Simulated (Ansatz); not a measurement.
# KTaO3 (Pm-3m): zone-centre modes under pressure, part 3 of 3

Aim: how do the optical modes of KTaO3 (Pm-3m) move with volume?

Ansatz 0.2.0; DFT PBE, scalar-relativistic, plane waves, PAW; PAW set soft_1.

So far, mean high-frequency dielectric constant: step 4 (modes at rest) 5.39; step 6 (volume ratio 1.06) 5.54.

**7. Ground state of a member: 0.9 times the volume at rest**

The cell is set to 0.9 times the volume at rest; symmetry leaves nothing else free, so this is a single point.

Contents of input.yaml:

```yaml
crystal:
  lattice:
    - [3.8843566978, 0.0, 0.0]
    - [0.0, 3.8843566978, 0.0]
    - [0.0, 0.0, 3.8843566978]
  atoms:
    - { symbol: O, position: [0.5, 0.0, 0.0] }
    - { symbol: O, position: [0.0, 0.5, 0.0] }
    - { symbol: O, position: [0.0, 0.0, 0.5] }
    - { symbol: K, position: [0.5, 0.5, 0.5] }
    - { symbol: Ta, position: [0.0, 0.0, 0.0] }
kpoints:
  mp_grid: { grid: [8, 8, 8] }
hamiltonian:
  xc: pbe
  pseudopotentials: { kind: paw, azcp: { folder: soft_1 } }
scf:
  occupations: { method: fixed }
output:
  forces: true
  stress: true
  eigenvalues: true
```

The run is started by

```
$ ansatz run input.yaml --threads 4 --pin off --max-ram 16384MiB --backend cpu --events-out ev --progress --plain --runs-dir out
```

Numbers of over 12 decimals in the logs are rounded to 6 here.

What it wrote:

```text
[...]
Crystal: 5 atoms, lattice volume = 58.608 Å³
Basis set: ecut = 420 eV, 1189 PW (Γ), exchange–correlation on 54×54×54 points (8 copies of the dense FFT grid, shifted against one another)
Bands: 25, of which v1, the nominal top of the filled ones, is band 20 counted from 1 (19 counted from 0)
Symmetry: 48 space group operations
[...]
k-points: 35 of 512
[...]
k-point 0: bands = [... 16 lower, 8.6695, 9.2873, 9.2873, 9.2873, 12.2609, 12.2609, 12.2609, 17.1462, ... 1 higher]
  k-point 1: bands = [... 16 lower, 8.5853, 8.7699, 9.2018, 9.2018, 12.2886, 12.7940, 12.7940, 17.4379, ... 1 higher]
  k-point 2: bands = [... 16 lower, 8.0817, 8.3909, 9.1145, 9.1145, 12.3574, 13.9195, 13.9195, 17.6913, ... 1 higher]
  k-point 34: bands = [... 16 lower, 5.7211, 9.8564, 9.8564, 9.8564, 17.1242, 17.1242, 17.1242, 18.9896, ... 1 higher]
[key lines of the parts left out:]
SCF converged after 8 iterations
Free energy (F): -13178.793969 eV
Fermi energy:    9.856394 eV
P = ⅓ Tr σ = 25.1638 GPa (251.638 kbar)
```

Elapsed: 1.5 s, on 4 threads of Intel Xeon Platinum 8259CL at 2.50GHz (Skylake/Cascade Lake), shared host; peak memory 0.41 GiB.

Numbers from this step:

```
pressure          : 25.16 GPa
gap on the k-mesh : 2.404 eV
volume per atom   : 11.72 Å³
```

The forces vanish by symmetry, at a pressure of 25.16 GPa.

**8. Modes of this member: 0.9 times the volume at rest**

The zone-centre modes follow for 0.9 times the volume at rest, with the response to a field.

input.yaml, as its differences from that of step 7:

```diff
@@ -19,4 +19,6 @@
 output:
-  forces: true
-  stress: true
   eigenvalues: true
+phonons:
+  method: dfpt
+  dielectric: true
+  rigid_motions: translations
```

What it wrote:

```text
[...]
Crystal: 5 atoms, lattice volume = 58.608 Å³
Basis set: ecut = 420 eV, 1189 PW (Γ), exchange–correlation on 54×54×54 points (8 copies of the dense FFT grid, shifted against one another)
Bands: 25, of which v1, the nominal top of the filled ones, is band 20 counted from 1 (19 counted from 0)
Symmetry: 48 space group operations
k-points: 170 of 512 (irreducible under 2 space group operations, time reversal used)
[...]
optical modes at Γ + LO–TO along q̂ = [1.0000, 0.0000, 0.0000]:
      ω (cm⁻¹)  modes    IR ((D/Å)²/amu)
[...]
optical modes at Γ + LO–TO along q̂ = [0.0000, 1.0000, 0.0000]:
      ω (cm⁻¹)  modes    IR ((D/Å)²/amu)
[...]
optical modes at Γ + LO–TO along q̂ = [0.0000, 0.0000, 1.0000]:
      ω (cm⁻¹)  modes    IR ((D/Å)²/amu)
[...]
228.38      3             0.0000
        396.38      1             7.2699
        658.69      2            80.7165
        920.75      1            70.0999
[key lines of the parts left out:]
SCF converged after 10 iterations
Free energy (F): -13178.793969 eV
Fermi energy:    9.856460 eV
```

Elapsed: 55 s, on 4 threads; peak memory 1.3 GiB.

Numbers from this step:

* sum-rule residual before enforcement: 0.002235 eV/Å²
* miss of the charge sum rule: 0.002423 e
* estimated error of the dielectric tensor: 0.01427
* estimated error of the Born charges: 0.03617 e
* highest optical mode at the zone centre (no LO-TO term): 658.7 cm⁻¹
* lowest optical zone-centre mode: 132.8 cm⁻¹
* mean high-frequency dielectric constant: 5.195
* largest Born charge (third of the trace): 8.607 e
* mean static dielectric constant: 71.38
* top of the zone-centre spectrum with the field: 920.8 cm⁻¹

Without the LO-TO term. Patterns of degenerate modes are one choice out of their space. The modes at Γ (shares of kinetic energy by element, %):

| mode | frequency (cm⁻¹) | symmetry | O % | K % | Ta % |
| --- | --- | --- | --- | --- | --- |
| 1 | 0.0 | acoustic | 18 | 15 | 68 |
| 2 | 0.0 | acoustic | 18 | 15 | 68 |
| 3 | 0.0 | acoustic | 18 | 15 | 68 |
| 4 | 132.8 | T1u | 58 | 13 | 29 |
| 5 | 132.8 | T1u | 58 | 13 | 29 |
| 6 | 132.8 | T1u | 58 | 13 | 29 |
| 7 | 222.9 | T1u | 26 | 72 | 2 |
| 8 | 222.9 | T1u | 26 | 72 | 2 |
| 9 | 222.9 | T1u | 26 | 72 | 2 |
| 10 | 228.4 | T2u | 100 | 0 | 0 |
| 11 | 228.4 | T2u | 100 | 0 | 0 |
| 12 | 228.4 | T2u | 100 | 0 | 0 |
| 13 | 658.7 | T1u | 99 | 0 | 1 |
| 14 | 658.7 | T1u | 99 | 0 | 1 |
| 15 | 658.7 | T1u | 99 | 0 | 1 |

Displacements in mode 4 (132.8 cm⁻¹), the largest set to 1:
```
O1  -0.01 -0.12 -1.00
O2  -0.02 -0.05 -1.00
O3  -0.02 -0.12 -0.45
K4  -0.01 -0.05 -0.45
Ta5  0.01  0.04  0.31
```

Displacements in mode 11 (228.4 cm⁻¹), the largest set to 1:
```
O1   0.00  0.05 -1.00
O2  -0.19  0.00  1.00
O3   0.19 -0.05  0.00
K4   0.00  0.00  0.00
Ta5  0.00  0.00  0.00
```

Transverse modes. Infrared lines, with heights relative to the strongest:

| position (cm⁻¹) | label | relative intensity |
| --- | --- | --- |
| 133 | T1u | 66 |
| 223 | T1u | 26 |
| 228 | T2u | 0.0 |
| 659 | T1u | 100 |

Without the LO-TO term the lowest optical mode is real, 133 cm⁻¹, and the highest lies at 658.7 cm⁻¹.

For the mean high-frequency dielectric constant, step 4 gave 5.39; this run, with volume ratio 0.9, gives 5.20 (-4 %).

**9. All members side by side**

The members are set side by side, also those not shown above.

Each row is one cell with its response, relaxed at fixed volume as far as symmetry leaves anything free; energies are extrapolated to zero smearing, and E0 is that at rest; imaginary frequencies occur in the series; shape and atoms are relaxed in each cell where symmetry leaves them free. State of the crystal along the series:

| volume ratio | V (Å³/atom) | pressure (GPa) | E - E0 (meV/atom) | gap on mesh (eV) | ε∞ | ε0 | largest Born charge in size, a third of the trace (e) | top mode with the field, highest of q along x, y and z (cm⁻¹) |
| --- | --- | --- | --- | --- | --- | --- | --- | --- |
| 0.9 | 11.72 | 25.16 | 92.97 | 2.404 | 5.195 | 71.38 | 8.607 | 920.8 |
| 0.92 | 11.98 | 18.97 | 57.2 | 2.358 | 5.228 | 78.55 | 8.625 | 886.6 |
| 0.94 | 12.24 | 13.42 | 30.94 | 2.312 | 5.264 | 97.44 | 8.645 | 853.7 |
| 0.96 | 12.5 | 8.447 | 13.24 | 2.264 | 5.303 | 147.8 | 8.668 | 821.9 |
| 0.98 | 12.76 | 3.993 | 3.18 | 2.217 | 5.345 | 430.6 | 8.693 | 791.1 |
| 0.99 | 12.89 | 1.942 | 0.7728 | 2.194 | 5.368 | - | 8.707 | 776.1 |
| 1 | 13.02 | 0.00105 | 0 | 2.171 | 5.391 | - | 8.727 | 761.8 |
| 1.02 | 13.28 | -3.576 | 2.958 | 2.124 | 5.439 | - | 8.75 | 732.6 |
| 1.04 | 13.54 | -6.78 | 11.41 | 2.078 | 5.49 | - | 8.783 | 704.7 |
| 1.06 | 13.8 | -9.648 | 24.81 | 2.032 | 5.544 | - | 8.816 | 677.7 |

Without the LO-TO term; each mode is tracked from rest by its pattern, and modes that stay within 0.3 cm⁻¹ of each other stand once; imaginary frequencies occur in the series; shape and atoms are relaxed in each cell where symmetry leaves them free. Optical modes along the series:

| V (Å³/atom) | mode 1 T1u (cm⁻¹) | mode 7 T1u (cm⁻¹) | mode 10 T2u (cm⁻¹) | mode 13 T1u (cm⁻¹) |
| --- | --- | --- | --- | --- |
| 11.72 | 132.8 | 222.9 | 228.4 | 658.7 |
| 11.98 | 131.9 | 213.8 | 238.8 | 622.6 |
| 12.24 | 123.2 | 204.4 | 247.4 | 588.8 |
| 12.5 | 103.7 | 195.1 | 254.4 | 557.6 |
| 12.76 | 62.71 | 186.2 | 260.2 | 529.3 |
| 12.89 | -20.39 | 182.1 | 262.8 | 516.3 |
| 13.02 | -73.26 | 178.1 | 265.1 | 504.1 |
| 13.28 | -130.1 | 170.8 | 269 | 482.1 |
| 13.54 | -174.3 | 164 | 272.2 | 463.4 |
| 13.8 | -212.7 | 157.7 | 274.8 | 447.6 |

From cubic fits (parabolas where under five rows exist) of ln ω and P against ln V through the rows within about 4 % of rest: γ = −d ln ω / d ln V and dω/dP = γ ω / B. Slopes at rest:

| mode | fitted frequency at rest (cm⁻¹) | Grüneisen parameter γ | dω/dP (cm⁻¹/GPa) |
| --- | --- | --- | --- |
| mode 7 T1u | 178.1 | 2.17 | 2.04 |
| mode 10 T2u | 265.1 | -0.82 | -1.16 |
| mode 13 T1u | 504.1 | 2.34 | 6.24 |

**10. Summary of results**

```json
{"members": "10", "highest optical mode at the zone centre (no LO-TO term), at rest": "504.1 cm⁻¹", "bulk modulus at rest": "189 GPa", "mode 7 T1u, γ": "2.17", "mode 10 T2u, γ": "-0.82", "mode 13 T1u, γ": "2.34"}
```

The series spans -9.6 to 25.2 GPa, and the slope at rest gives a bulk modulus of 189 GPa. Among the modes in the table of slopes γ runs from -0.82 (mode 10 T2u) to 2.34 (mode 13 T1u). A negative γ means that the mode softens under pressure. ε∞ is 5.39 at rest, with d ln ε∞ / d ln V = 0.44. A mode is imaginary at volume ratio 0.99, 1, 1.02, 1.04 and 1.06, where this structure is not a minimum. One k mesh and one cutoff serve the ground states and modes of all volumes; the field response picks its own mesh. These are harmonic frequencies at zero temperature: anharmonic shifts, linewidths and thermal expansion are left out. Spin-orbit coupling is left out, which can matter for the heavy elements here. Only the zone centre was solved, so an instability at another wavevector cannot show here.

[Logs are printed without paths, hosts, clocks, repeated set-up lines and the standing remarks that a program may print on its own settings, such as how far it seeks lower states.]

[Hosts, paths, dates, database ids (printed as entryN), source tags and the programs' standing remarks are cut or masked in the printed files.]
